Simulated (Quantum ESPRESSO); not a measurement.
## SrFeO3: parallel and opposed starts

A self-consistent run ends on one state, which hangs on the start. Several orders of SrFeO3 are started in Quantum ESPRESSO and their energies compared.

Calculated with Quantum ESPRESSO 7.5; PBEsol with U = 4.5 eV on Fe d (ortho-atomic projectors); plane waves with GBRV 1.5 PBEsol potentials, no spin-orbit coupling.

The experiments to compare with:

“Neutron diffraction study of spin and charge ordering in SrFeO(3-delta)” (2012, arxiv:1207.0921) reports for SrFeO3, cubic perovskite, by single-crystal neutron diffraction (floating-zone crystal annealed at 5 kbar oxygen, 2 K): moment (ordered Fe4+ moment in helical phase I) 2.96 ± 0.012 μB.

This is a report of a sequence of runs, with most program output left out.

## (1) The structure

Symmetry: Pm-3m, No. 221, cubic system. Conventional cell: a = 3.829 Å, b = 3.829 Å, c = 3.829 Å, α = 90.00°, β = 90.00°, γ = 90.00°. Nearest to Sr lie 12 O at 2.71 Å. Nearest to Fe lie 6 O at 1.91 Å. Nearest to O lie 2 Fe at 1.91 Å and 4 Sr at 2.71 Å. Farther neighbours and most contacts between anions are not listed.

Coordinates:

```cif
data_structure
_symmetry_space_group_name_H-M 'P 1'
_symmetry_Int_Tables_number 1
_cell_length_a 3.8288
_cell_length_b 3.8288
_cell_length_c 3.8288
_cell_angle_alpha 90.000
_cell_angle_beta 90.000
_cell_angle_gamma 90.000
_cell_volume 56.13
loop_
_atom_site_label
_atom_site_type_symbol
_atom_site_fract_x
_atom_site_fract_y
_atom_site_fract_z
_atom_site_occupancy
Sr1 Sr 0.00000 0.00000 0.00000 1
Fe2 Fe 0.50000 0.50000 0.50000 1
O3 O 0.00000 0.50000 0.50000 1
O4 O 0.50000 0.00000 0.50000 1
O5 O 0.50000 0.50000 0.00000 1
```

The cell comes from Materials Project 2023-11-01, a database of computed structures, and need not be the stable phase.

## (2) Start 1: ferro +

The signs are those of the starting moments on the seeded atoms, the atoms that are given a moment.

pw.in reads:

```
&CONTROL
  calculation = 'scf'
  prefix = 'pwscf'
  outdir = './tmp'
  pseudo_dir = './pseudo'
  disk_io = 'nowf'
/
&SYSTEM
  ibrav = 0
  celldm(1) = 8
  nat = 5
  ntyp = 3
  ecutwfc = 40
  ecutrho = 280
  nbnd = 33
  occupations = 'smearing'
  smearing = 'fd'
  degauss = 0.00367493
  nspin = 2
  starting_magnetization(1) = 0
  starting_magnetization(2) = 0.25
  starting_magnetization(3) = 0
/
&ELECTRONS
  conv_thr = 1d-08
  electron_maxstep = 150
  mixing_beta = 0.3
/
ATOMIC_SPECIES
Sr     87.6200 sr_pbesol_v1.uspp.F.UPF
Fe     55.8450 fe_pbesol_v1.5.uspp.F.UPF
O      15.9990 o_pbesol_v1.2.uspp.F.UPF
CELL_PARAMETERS alat
   0.9044261814408    0.0000000000000    0.0000000000000
   0.0000000000000    0.9044261814408    0.0000000000000
   0.0000000000000    0.0000000000000    0.9044261814408
ATOMIC_POSITIONS crystal
Sr      0.0000000000    0.0000000000    0.0000000000
Fe      0.5000000000    0.5000000000    0.5000000000
O       0.0000000000    0.5000000000    0.5000000000
O       0.5000000000    0.0000000000    0.5000000000
O       0.5000000000    0.5000000000    0.0000000000
K_POINTS automatic
6 6 6 0 0 0
HUBBARD {ortho-atomic}
U Fe-3d 4.5000
```

Command:

```
$ OMP_NUM_THREADS=1 mpirun -n 4 pw.x -nk 4 -in pw.in > pw.out
```

Wall time 11 s (4 MPI ranks of Arm Neoverse V2, shared host); peak memory 0.4 GiB; 43 s of CPU time.

Spin moment in the atom's sphere by atom:

```csv
atom,spin moment in the atom's sphere (μB)
Sr1,0.01
Fe2,3.49
O3,0.07
O4,0.07
O5,0.07
```

Numbers from this step:

```
smearing term TS       : 0.004305 eV
magnetization          : 4.083 μB
absolute magnetization : 4.291 μB
final state            : ferromagnetic
```

## (3) Start 2: antiferro q=(0,1/2,1/2) +−

This order needs a doubled cell of 10 atoms. The wavevector q is in fractions of the reciprocal vectors of the crystal's primitive cell, as the cells of these inputs are built from it; moments change sign between cells as cos(2π q·R).

pw.in reads:

```
&CONTROL
  calculation = 'scf'
  prefix = 'pwscf'
  outdir = './tmp'
  pseudo_dir = './pseudo'
  disk_io = 'nowf'
/
&SYSTEM
  ibrav = 0
  celldm(1) = 8
  nat = 10
  ntyp = 4
  ecutwfc = 40
  ecutrho = 280
  nbnd = 58
  occupations = 'smearing'
  smearing = 'fd'
  degauss = 0.00367493
  nspin = 2
  starting_magnetization(1) = 0
  starting_magnetization(2) = 0.25
  starting_magnetization(3) = -0.25
  starting_magnetization(4) = 0
/
&ELECTRONS
  conv_thr = 2d-08
  electron_maxstep = 150
  mixing_beta = 0.3
/
ATOMIC_SPECIES
Sr     87.6200 sr_pbesol_v1.uspp.F.UPF
Fe1    55.8450 fe_pbesol_v1.5.uspp.F.UPF
Fe2    55.8450 fe_pbesol_v1.5.uspp.F.UPF
O      15.9990 o_pbesol_v1.2.uspp.F.UPF
CELL_PARAMETERS alat
   0.9044261814408    0.0000000000000    0.0000000000000
   0.0000000000000    1.8088523628816    0.0000000000000
   0.0000000000000    0.9044261814408    0.9044261814408
ATOMIC_POSITIONS crystal
Sr      0.0000000000    0.0000000000    0.0000000000
Sr      0.0000000000    0.5000000000    0.0000000000
Fe1     0.5000000000    0.0000000000    0.5000000000
Fe2     0.5000000000    0.5000000000    0.5000000000
O       0.0000000000    0.0000000000    0.5000000000
O       0.0000000000    0.5000000000    0.5000000000
O       0.5000000000    0.7500000000    0.5000000000
O       0.5000000000    0.2500000000    0.5000000000
O       0.5000000000    0.2500000000    0.0000000000
O       0.5000000000    0.7500000000    0.0000000000
K_POINTS automatic
6 3 6 0 0 0
HUBBARD {ortho-atomic}
U Fe1-3d 4.5000
U Fe2-3d 4.5000
```

Run time: 66 s. Hardware: 4 MPI ranks; peak memory 0.67 GiB; 4.4 min of CPU time.

Spin moment in the atom's sphere by atom:

```
atom  spin moment in the atom's sphere (μB)
 Sr1                                   0.00
 Sr2                                   0.00
 Fe3                                   3.41
 Fe4                                  -3.41
  O5                                   0.06
  O6                                  -0.06
  O7                                   0.00
  O8                                   0.00
  O9                                   0.00
 O10                                   0.00
```

Read from the output:

| Item | Value |
| --- | --- |
| smearing term TS | 0.02712 eV |
| magnetization | 0 μB |
| absolute magnetization | 7.925 μB |
| final state | antiferromagnetic |

## (4) Run 3 (antiferro q=(0,0,1/2) +−)

The cell is doubled to 10 atoms to hold this order.

pw.in reads:

```
&CONTROL
  calculation = 'scf'
  prefix = 'pwscf'
  outdir = './tmp'
  pseudo_dir = './pseudo'
  disk_io = 'nowf'
/
&SYSTEM
  ibrav = 0
  celldm(1) = 8
  nat = 10
  ntyp = 4
  ecutwfc = 40
  ecutrho = 280
  nbnd = 58
  occupations = 'smearing'
  smearing = 'fd'
  degauss = 0.00367493
  nspin = 2
  starting_magnetization(1) = 0
  starting_magnetization(2) = 0.25
  starting_magnetization(3) = -0.25
  starting_magnetization(4) = 0
/
&ELECTRONS
  conv_thr = 2d-08
  electron_maxstep = 150
  mixing_beta = 0.3
/
ATOMIC_SPECIES
Sr     87.6200 sr_pbesol_v1.uspp.F.UPF
Fe1    55.8450 fe_pbesol_v1.5.uspp.F.UPF
Fe2    55.8450 fe_pbesol_v1.5.uspp.F.UPF
O      15.9990 o_pbesol_v1.2.uspp.F.UPF
CELL_PARAMETERS alat
   0.9044261814408    0.0000000000000    0.0000000000000
   0.0000000000000    0.9044261814408    0.0000000000000
   0.0000000000000    0.0000000000000    1.8088523628816
ATOMIC_POSITIONS crystal
Sr      0.0000000000    0.0000000000    0.0000000000
Sr      0.0000000000    0.0000000000    0.5000000000
Fe1     0.5000000000    0.5000000000    0.2500000000
Fe2     0.5000000000    0.5000000000    0.7500000000
O       0.0000000000    0.5000000000    0.2500000000
O       0.0000000000    0.5000000000    0.7500000000
O       0.5000000000    0.0000000000    0.2500000000
O       0.5000000000    0.0000000000    0.7500000000
O       0.5000000000    0.5000000000    0.0000000000
O       0.5000000000    0.5000000000    0.5000000000
K_POINTS automatic
6 6 3 0 0 0
HUBBARD {ortho-atomic}
U Fe1-3d 4.5000
U Fe2-3d 4.5000
```

It took 48 s on 4 MPI ranks; peak memory 0.77 GiB.

Spin moment in the atom's sphere by atom:

```
atom  spin moment in the atom's sphere (μB)
 Sr1                                   0.00
 Sr2                                   0.00
 Fe3                                   3.44
 Fe4                                  -3.44
  O5                                   0.06
  O6                                  -0.06
  O7                                   0.06
  O8                                  -0.06
  O9                                   0.00
 O10                                   0.00
```

This step gave:

- smearing term TS: 0.01852 eV
- magnetization: 0 μB
- absolute magnetization: 8.218 μB
- final state: antiferromagnetic

## (5) Ranking

An order is kept where moments of 0.15 μB or more survive with the typed signs; meshes match where a doubled cell samples the same k points as the first cell.

Orders:

```csv
start,final state,typed order kept,energy over the lowest (meV a seeded atom),largest site moment (μB),net moment (μB a cell of the first run),mesh matched,CPU time (s)
ferro +,ferromagnetic,yes,0,3.488,4.083,yes,42.7
"antiferro q=(0,1/2,1/2) +-",antiferromagnetic,yes,197.8,3.414,0,yes,264.7
"antiferro q=(0,0,1/2) +-",antiferromagnetic,yes,93.61,3.438,0,yes,193.5
```

## (6) Couplings from the energies

E = −Σ J e·e over ordered pairs of unit vectors, so each pair counts twice. As many shells are taken as there are differences of energy, so the couplings are solved for and no residual tests the model; further shells are folded in, and shells whose pairs keep their relative signs in all orders cancel and are not probed. Couplings from the energies:

```csv
pair,distance (Å),neighbours an atom,J (meV)
Fe-Fe,3.829,6,26.04
Fe-Fe,5.415,12,-0.6599
```

## (7) Occupations of the corrected shells in the lowest state

Occupations of the Hubbard shells:

```
block  type  shell  spin  electrons             occupation numbers
    2    Fe     3d    up       4.75  0.880 0.880 0.997 0.997 0.997
    2    Fe     3d  down     0.9734  0.147 0.147 0.147 0.266 0.266
```

## (8) Results

| Quantity | Value |
| --- | --- |
| lowest state found | ferromagnetic (from ferro +) |
| largest site moment | 3.49 μB |
| next state with moments | antiferromagnetic, 93.6 meV a seeded atom higher |
| J of the weightiest shell (Fe-Fe, 3.83 Å; E = −Σ J e·e, ordered pairs) | 26.0 meV |

The largest moment changes by 2.1 % between the kept orders, as for well localised moments. Only these 3 starts were compared; other wavevectors, canted and longer-period orders were not. A computed site moment is spin alone and hangs on the region that is counted: the program's spheres do not touch and miss the tail of the moment. Measured moments hold any orbital part as well, and belong to the order of the sample, which need not be the order of this run.

Computed beside measured:

| quantity | measured | in the sphere | projected shell |
| --- | --- | --- | --- |
| moment (Fe) (μB) | 2.96 | 3.49 (+17.8 %) | 3.78 (+27.6 %) |

Measured values from arxiv:1207.0921 (2012).

How well it matches: For the moment, of the levels listed nearest comes in the sphere (+17.8 %) and farthest projected shell (+27.6 %). No cell relaxation is part of this session.

[Logs and program files are shortened in this print: banners, set-up blocks, solver, clock and traceback lines can be left out without a mark of their own.]

[Logs are printed without paths, hosts, clocks, repeated set-up lines and the standing remarks that a program may print on its own settings, such as how far it seeks lower states.]

[Hosts, paths, dates, database ids (printed as entryN), source tags and the programs' standing remarks are cut or masked in the printed files.]

[Where a cell is said to come from a database of computed structures, the database is the Materials Project.]
